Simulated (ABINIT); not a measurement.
An input for ABINIT 10.8.3 (AlN (P6_3mc)):

```
acell 3*1.0 Angstrom
rprim 
  3.113000000011 -0.000000000003 0.000000000000
  -1.556500000003 2.695937081992 0.000000000000
  0.000000000000 0.000000000000 4.981000000000
ntypat 2
znucl 13 7
natom 4
typat 1 1 2 2
xred 
  0.333333333333 0.666666666667 0.000000000000
  0.666666666667 0.333333333333 0.500000000000
  0.333333333333 0.666666666667 0.380000000000
  0.666666666667 0.333333333333 0.880000000000
pp_dirpath "pseudos"
pseudos "Al.upf, N.upf"
ecut 36
ngkpt 6 6 4
nshiftk 1
shiftk 0 0 0
kptopt 1
chksymbreak 0
istwfk *1
occopt 1
irdwfk 1
optdriver 99
bs_calctype 1
mbpt_sciss 1.353 eV
bs_loband 4
nband 10
bs_exchange_term 0
bs_coulomb_term 11
bs_coupling 0
bs_algorithm 1
bs_freq_mesh 0 10 0.1 eV
zcut 0.15 eV
ecuteps 4
ecutwfn 18
inclvkb 2
irdscr 1
indata_prefix "in"
outdata_prefix "out"
tmpdata_prefix "tmp"
```

The database entry behind the starting cell differs from later determinations by our own check (inner coordinate u about 0.002 short), so it need not match the best structure at ambient conditions.

```sh
OMP_NUM_THREADS=1 mpirun -n 8 abinit run.abi > log
```

Estimate wall time and host memory on 8 MPI ranks of Arm Neoverse N1, shared host.

It took 59 s; on shared hardware allow 30 s to 2 min. Peak host memory was 0.76 GiB.

The kernel grows as the square of the matrix size, and full diagonalisation as its cube.

[Paths, hosts, dates, memory and timing lines, banners, echoed tables and standing remarks are left out of the program output.]

[Logs are printed without paths, hosts, clocks, repeated set-up lines and the standing remarks that a program may print on its own settings, such as how far it seeks lower states.]

[Runs of the session that timed out or met a known fault of the program may be left out.]

[Hosts, paths, dates, database ids (printed as entryN), source tags and the programs' standing remarks are cut or masked in the printed files.]

[G0W0 gaps are taken among the corrected bands and points alone; a level outside them can change the order at an edge.]

[Where Ansatz stands beside ABINIT at settings called matched, ABINIT's density can come from a denser mesh and the files from another edition; pairs whose starting gaps differed by over 0.03 eV were left out, so agreement reads better than it is.]
